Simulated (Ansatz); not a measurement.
# Tl chain started as a strip of triangles: one chain at several levels of theory, part 2 of 2

Wanted: the relaxed geometry and the open channels of the Tl chain started as a strip of triangles, by several methods.

Ansatz 0.2.0; DFT PBE, plane waves, PAW; relaxation of a chain's period (the session's first sound run).

So far, conductance of the lead as this run defines it (G₀): 4.00 in steps 3, 5 and 7.

## 9. The perfect wire, level PBEsol, cutoff 420 eV

This step: DFT PBEsol, plane waves, PAW; channels and complex bands of a perfect chain (Ansatz 0.2.0).

The channels are counted again under PBEsol, at the period that it gave.

Contents of input.yaml:

```yaml
crystal:
  lattice:
    - [9.0, 0.0, 0.0]
    - [0.0, 7.5, 0.0]
    - [0.0, 0.0, 2.9540730563]
  atoms:
    - { symbol: Tl, position: [0.333862513, 0.5, 0.0] }
    - { symbol: Tl, position: [0.666137487, 0.5, 0.5] }
kpoints:
  mp_grid: { grid: [1, 1, 28] }
  band_path: { path: ["Γ", Z], npoints: 60 }
scf:
  occupations: { method: fermi_dirac, width: 0.05 }
hamiltonian:
  xc: pbesol
output:
  transmission:
    e_range: [-2, 2]
    de: 0.035
    kmesh: [1, 1]
    reduced_basis: true
    leads: [[0, 0]]
  dos: { projected: true, e_range: [-6, 4] }
```

Launch:

```
> ansatz run input.yaml --threads 4 --pin off --max-ram 8192MiB --backend cpu --events-out ev --progress --plain --runs-dir out
```

It took 43 s on 4 threads of AMD EPYC 7R43, shared host; peak memory 0.79 GiB.

Table of open channels of the lead, one spin by energy, zero at the Fermi level:

energy (eV), open channels of the lead, one spin and a bar:
```
    -2.00       0.00 
    -1.90       0.00 
    -1.79       0.00 
    -1.69       0.00 
    -1.58       0.00 
    -1.48       0.00 
    -1.37       0.00 
    -1.23       0.00 
    -1.12       0.00 
    -1.02       0.00 
    -0.92       2.00 ############
    -0.81       3.00 ##################
    -0.70       3.00 ##################
    -0.60       3.00 ##################
    -0.49       4.00 ########################
    -0.39       4.00 ########################
    -0.28       4.00 ########################
    -0.18       4.00 ########################
    -0.07       4.00 ########################
    -0.01       4.00 ########################
     0.07       4.00 ########################
     0.17       4.00 ########################
     0.28       4.00 ########################
     0.38       4.00 ########################
     0.48       4.00 ########################
     0.59       4.00 ########################
     0.69       4.00 ########################
     0.80       4.00 ########################
     0.91       4.00 ########################
     1.01       4.00 ########################
     1.11       4.00 ########################
     1.22       5.00 ##############################
     1.36       5.00 ##############################
     1.47       5.00 ##############################
     1.57       5.00 ##############################
     1.68       3.00 ##################
     1.78       3.00 ##################
     1.89       3.00 ##################
     1.99       3.00 ##################
```

At the computed energy nearest the Fermi level there are 4 channels a spin, and the thermal average gives 4.00 G₀.

## 10. Side by side

Times are for 4 threads of AMD EPYC 7R43, shared host. Results by setting:

| no. | level | conductance of the lead as this run defines it (G₀) | time | memory (GiB) |
| --- | --- | --- | --- | --- |
| 1 | PBE | 4.000 | 69 s | 0.73 |
| 2 | r2SCAN | 4.000 | 49 s | 1.1 |
| 3 | LDA | 4.000 | 33 s | 0.74 |
| 4 | PBEsol | 4.000 | 43 s | 0.79 |

## 11. Relaxation of atoms and period, cutoff 1800 eV

This step: DFT PBE, plane waves, PAW (JTH); relaxation of a chain's period (Ansatz 0.2.0).

The same functional on other atomic datasets tests how far the result hangs on the treatment of the cores. Against the first PBE run of this kind, the cutoff is 1800 eV against 420.

Contents of input.yaml:

```yaml
crystal:
  lattice:
    - [9.0, 0.0, 0.0]
    - [0.0, 7.5, 0.0]
    - [0.0, 0.0, 2.83765]
  atoms:
    - { symbol: Tl, position: [0.365311111, 0.5, 0.0], spin: 0.5 }
    - { symbol: Tl, position: [0.634688889, 0.5, 0.5], spin: 0.5 }
magnetization:
  spin_polarized: true
kpoints:
  mp_grid: { grid: [1, 1, 29] }
scf:
  occupations: { method: fermi_dirac, width: 0.05 }
hamiltonian:
  xc: pbe
  pseudopotentials: { kind: paw, source: jth }
relax:
  cell: { fix: [a, b, alpha, beta, gamma] }
  max_steps: 60
```

Run time: 3.1 min. Hardware: 4 threads; peak memory 2.3 GiB.

The cell's length comes to 3.056 Å, -0.1 % against the first run, with no moment.

## 12. The relaxed wire

This step: DFT PBE, plane waves, PAW; relaxation of a chain's period (Ansatz 0.2.0).

No moment formed, so a run without spin should agree; this checks it and saves time.

input.yaml, the sections that differ from step 11:

```yaml
crystal:
  lattice:
    - [9.0, 0.0, 0.0]
    - [0.0, 7.5, 0.0]
    - [0.0, 0.0, 2.83765]
  atoms:
    - { symbol: Tl, position: [0.365311111, 0.5, 0.0] }
    - { symbol: Tl, position: [0.634688889, 0.5, 0.5] }
hamiltonian:
  xc: pbe
# kpoints, scf, relax: as in step 11
# magnetization: removed
```

It took 8 s on 4 threads; peak memory 0.52 GiB; 23 s of CPU time.

The cell's length comes to 3.057 Å, +0.0 % against the first run, with spin left out.

## 13. Side by side

Times are for 4 threads of AMD EPYC 7R43, shared host. The runs compared:

| no. | level | cell length along the wire (Å) | time | memory (GiB) |
| --- | --- | --- | --- | --- |
| 1 | PBE | 3.057 | 30 s | 0.55 |
| 2 | r2SCAN | 2.981 | 97 s | 1.0 |
| 3 | LDA | 2.903 | 12 s | 0.52 |
| 4 | PBEsol | 2.954 | 16 s | 0.55 |
| 5 | PBE, JTH files | 3.056 | 3.1 min | 2.3 |
| 6 | PBE, no spin | 3.057 | 8 s | 0.52 |

## 14. With spin-orbit coupling

This step: DFT PBE, plane waves, fully relativistic PAW; channels of a perfect chain with spin-orbit coupling (Ansatz 0.2.0).

Spin-orbit coupling mixes the spins and splits bands that cross or touch without it, so it can open or close channels. Fully relativistic datasets take the place of the scalar ones. The window is narrow, since spinor matrices are twice as large.

Contents of input.yaml:

```yaml
crystal:
  lattice:
    - [9.0, 0.0, 0.0]
    - [0.0, 7.5, 0.0]
    - [0.0, 0.0, 3.0572160622]
  atoms:
    - { symbol: Tl, position: [0.324278319, 0.5, 0.0] }
    - { symbol: Tl, position: [0.675721681, 0.5, 0.5] }
kpoints:
  mp_grid: { grid: [1, 1, 27] }
  band_path: { path: ["Γ", Z], npoints: 60 }
scf:
  occupations: { method: fermi_dirac, width: 0.05 }
hamiltonian:
  xc: pbe
  pseudopotentials: { kind: paw_fr }
output:
  transmission:
    e_range: [-0.42, 0.42]
    de: 0.035
    kmesh: [1, 1]
    reduced_basis: false
    leads: [[0, 0]]
magnetization:
  noncollinear: true
  spin_orbit: true
```

Wall time 11 min (4 threads); peak memory 4.5 GiB; 31 min of CPU time.

Numbers from this step:

```yaml
energy_at_zero_smearing: -22958.8815 eV
channels_at_the_energy_nearest_the_fermi_level_both_spins: 8
```

Table of open channels of the lead, both spins by energy, zero at the Fermi level:

energy (eV), open channels of the lead, both spins and a bar from the least value:
```
   -0.420       6.00 
   -0.385       6.00 
   -0.350       6.00 
   -0.315       8.00 ##############################
   -0.280       8.00 ##############################
   -0.245       8.00 ##############################
   -0.210       8.00 ##############################
   -0.175       8.00 ##############################
   -0.140       8.00 ##############################
   -0.105       8.00 ##############################
   -0.070       8.00 ##############################
   -0.035       8.00 ##############################
    0.000       8.00 ##############################
    0.035       8.00 ##############################
    0.070       8.00 ##############################
    0.105       8.00 ##############################
    0.140       8.00 ##############################
    0.175       8.00 ##############################
    0.210       8.00 ##############################
    0.245       8.00 ##############################
    0.280       8.00 ##############################
    0.315       8.00 ##############################
    0.350       8.00 ##############################
    0.385       8.00 ##############################
    0.420       8.00 ##############################
```

The slowest values at each energy, most degenerate partners merged, listed up to 1.5 1/Å. Table of Im kz of the slowest decaying states by energy, zero at the Fermi level:

| energy (eV) | decay 1 (Å⁻¹) | decay 2 (Å⁻¹) | decay 3 (Å⁻¹) | decay 4 (Å⁻¹) |
| --- | --- | --- | --- | --- |
| -0.420 | 0.141 | 0.557 | 0.837 | 0.935 |
| -0.350 | 0.0711 | 0.546 | 0.831 | 0.925 |
| -0.315 | 0.541 | 0.829 | 0.919 | 1.09 |
| -0.245 | 0.529 | 0.823 | 0.909 | 1.08 |
| -0.175 | 0.517 | 0.818 | 0.898 | 1.07 |
| -0.105 | 0.505 | 0.812 | 0.887 | 1.07 |
| -0.070 | 0.499 | 0.809 | 0.882 | 1.06 |
| 0.000 | 0.486 | 0.803 | 0.871 | 1.06 |
| 0.070 | 0.473 | 0.797 | 0.860 | 1.05 |
| 0.105 | 0.466 | 0.794 | 0.854 | 1.04 |
| 0.175 | 0.452 | 0.788 | 0.843 | 1.04 |
| 0.245 | 0.437 | 0.782 | 0.831 | 1.03 |
| 0.315 | 0.422 | 0.775 | 0.820 | 1.02 |
| 0.350 | 0.414 | 0.772 | 0.814 | 1.02 |
| 0.420 | 0.397 | 0.765 | 0.802 | 1.01 |

Electronic bands along the path, in eV, zero at the Fermi level:

| point | band 25 | band 26 | band 27 | band 28 | band 29 | band 30 | band 31 | band 32 |
| --- | --- | --- | --- | --- | --- | --- | --- | --- |
| Γ | -0.83 | -0.83 | -0.33 | -0.33 | 1.20 | 1.20 | 2.77 | 2.77 |
| halfway | 0.36 | 0.36 | 0.82 | 0.82 | 2.28 | 2.28 | 3.49 | 3.49 |
| Z | -0.82 | -0.82 | -0.82 | -0.82 | 3.23 | 3.23 | 3.23 | 3.23 |

At the computed energy nearest the Fermi level there are 8 spinor channels, and the thermal average gives 4.00 G₀.

## 15. A repeat with changed settings

This step: DFT PBE, plane waves, PAW; channels and complex bands of a perfect chain; changed: crystal.lattice = [[6.3, 0.0, 0.0], [0.0, 5.25, 0.0], [0.0, 0.0, 2.14005124]], scf.max_iter = 80 (Ansatz 0.2.0).

The input of the run on the perfect lead (PBE) is made doubtful on purpose. The ELF is not written this time.

The cell differs from the one that the last finished run ended in (a 9.000 → 6.300 Å (vacuum), b 7.500 → 5.250 Å (vacuum), c 3.057 → 2.140 Å).

Contents of input.yaml:

```yaml
crystal:
  lattice:
    - [6.3, 0.0, 0.0]
    - [0.0, 5.25, 0.0]
    - [0.0, 0.0, 2.14005124]
  atoms:
    - { symbol: Tl, position: [0.324278319, 0.5, 0.0] }
    - { symbol: Tl, position: [0.675721681, 0.5, 0.5] }
kpoints:
  mp_grid: { grid: [1, 1, 27] }
  band_path: { path: ["Γ", Z], npoints: 60 }
scf:
  occupations: { method: fermi_dirac, width: 0.05 }
  max_iter: 80
hamiltonian:
  xc: pbe
output:
  transmission:
    e_range: [-2, 2]
    de: 0.035
    kmesh: [1, 1]
    reduced_basis: true
    leads: [[0, 0]]
  dos: { projected: true, e_range: [-6, 4] }
  write_potential: true
  write_density: true
  volumetric_format: npy
```

Elapsed: 44 s, on 4 threads; peak memory 1.2 GiB; 2.8 min of CPU time.

Residual by cycle:

cycle, log10 residual and a bar from the least value:
```
        1       -0.9 ##############################
        2       -2.1 #########################
        3       -2.6 #######################
        4       -3.7 ###################
        5       -4.3 ################
        6       -5.5 ###########
        7       -7.0 #####
        8       -8.3
```

The run finished. A setting was moved off its sound value on purpose, so it serves as a test and not as the result.

The fault put into the input: a lattice far too small (crystal.lattice).

## 16. Outcome

```json
{"cell length, PBE": "3.057 Å", "cell length, r2SCAN": "2.981 Å", "cell length, LDA": "2.903 Å", "cell length, PBEsol": "2.954 Å", "cell length, PBE, JTH files": "3.056 Å", "cell length, PBE, no spin": "3.057 Å", "conductance, PBE": "4.00 G₀", "conductance, r2SCAN": "4.00 G₀", "conductance, LDA": "4.00 G₀", "conductance, PBEsol": "4.00 G₀", "conductance, with spin-orbit coupling": "4.00 G₀"}
```

In words: Under PBE the cell's length is 3.06 Å, no moment survives, and it is a metal with 4 channels a spin next to the Fermi level, 4.00 G₀ at 300 K. The cell's length spans 5.3 % over the functionals, shortest under LDA and longest under PBE. A perfect wire passes every open channel, so the conductance counts half a G₀ for each forward-moving state at the Fermi level, spin by spin. At the relaxed period it forms two rows 3.16 Å apart, with 3.51 Å between atoms of unlike rows and 3.06 Å along a row: two rows, each more tightly bound in itself than to the other. Transport is coherent and elastic here: the atoms are frozen, so scattering by vibrations plays no part.

[Logs are printed without paths, hosts, clocks, repeated set-up lines and the standing remarks that a program may print on its own settings, such as how far it seeks lower states.]

[Hosts, paths, dates, database ids (printed as entryN), source tags and the programs' standing remarks are cut or masked in the printed files.]
